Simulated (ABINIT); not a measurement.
Records of electronic-structure calculations.

## How the form of the self-energy moves the gap of BaTiO3 (P4mm)

The structure is tetragonal, space group P4mm (No. 99). Conventional cell: a = 4.000 Å, b = 4.000 Å, c = 4.018 Å, α = 90.00°, β = 90.00°, γ = 90.00°. Nearest to Ba lie 12 O at 2.79 to 2.88 Å. Nearest to Ti lie 6 O at 1.89 to 2.13 Å. Nearest to O lie 2 Ti at 1.89 to 2.13 Å and 4 Ba at 2.83 Å. Nearest to O lie 2 Ti at 2.00 Å and 4 Ba at 2.79 to 2.88 Å. Farther neighbours, and contacts between anions beyond the nearest, are not listed.

```
method                                   : RPA screening on LDA, plane waves, norm-conserving pseudopotentials (and 5 further levels or steps)
program                                  : ABINIT 10.8.3
settings                                 : cutoff 38 Ha, PseudoDojo scalar-relativistic 0.4.1 standard, norm-conserving, ngkpt (4, 4, 4), nband 109, ecuteps 5.6 Ha, gwcalctyp 1, nfreqim 16, inclvkb 2, shiftk (0, 0, 0), symchi 1, awtr 1, frequency ac, 4×4×4 k-mesh
cost                                     : 13 runs, 8.8 min in all on 8 MPI ranks of Arm Neoverse V2, shared host
notes                                    : The database entry behind the starting cell differs from other determinations of this structure. The program’s warnings: nkpt*nsppol () is not a multiple of nproc spkpt (). The cell and positions come from the Crystallography Open Database and are kept as given unless a step says otherwise. Limits: no spin-orbit coupling. The 4×4×4 mesh is coarse for this cell, which bears on the long-range parts of exchange and screening.
G0W0, Godby-Needs plasmon pole           : 3.389 eV
G0W0, Hybertsen-Louie plasmon pole       : 4.133 eV
G0W0, von der Linden-Horsch plasmon pole : 3.522 eV
G0W0, Engel-Farid plasmon pole           : 3.498 eV
one-shot SEX                             : 3.250 eV
one-shot COHSEX                          : 3.845 eV
one-shot Hartree-Fock                    : 13.962 eV
G0W0, contour deformation                : 3.408 eV
G0W0, analytic continuation              : 3.272 eV
known limits                             : short of the basis limit; no spin-orbit coupling; coarse k mesh
```

G0W0, Hybertsen-Louie plasmon pole: +0.744 eV against G0W0, Godby-Needs plasmon pole. G0W0, von der Linden-Horsch plasmon pole: +0.133 eV against G0W0, Godby-Needs plasmon pole.

[Long decimals in the printed logs are rounded to 6 places.]

[Logs are printed without paths, hosts, clocks, repeated set-up lines and the standing remarks that a program may print on its own settings, such as how far it seeks lower states.]

[Paths, hosts, dates, memory and timing lines, banners, echoed tables and standing remarks are left out of the program output; an Ansatz launch command may be rebuilt from the run's recorded settings. Measured values are a selection of at most five: reports struck by readers or far from the other reports are left out. None is set beside runs whose start may be inverted or whose files or cutoffs have a known fault.]

[Runs of the session that timed out or met a known fault of the program may be left out.]

[Hosts, paths, dates, database ids (printed as entryN), source tags and the programs' standing remarks are cut or masked in the printed files.]

[G0W0 gaps are taken among the corrected bands and points alone; a level outside them can change the order at an edge.]

[Where Ansatz stands beside ABINIT at settings called matched, ABINIT's density can come from a denser mesh and the files from another edition; pairs whose starting gaps differed by over 0.03 eV were left out, so agreement reads better than it is.]
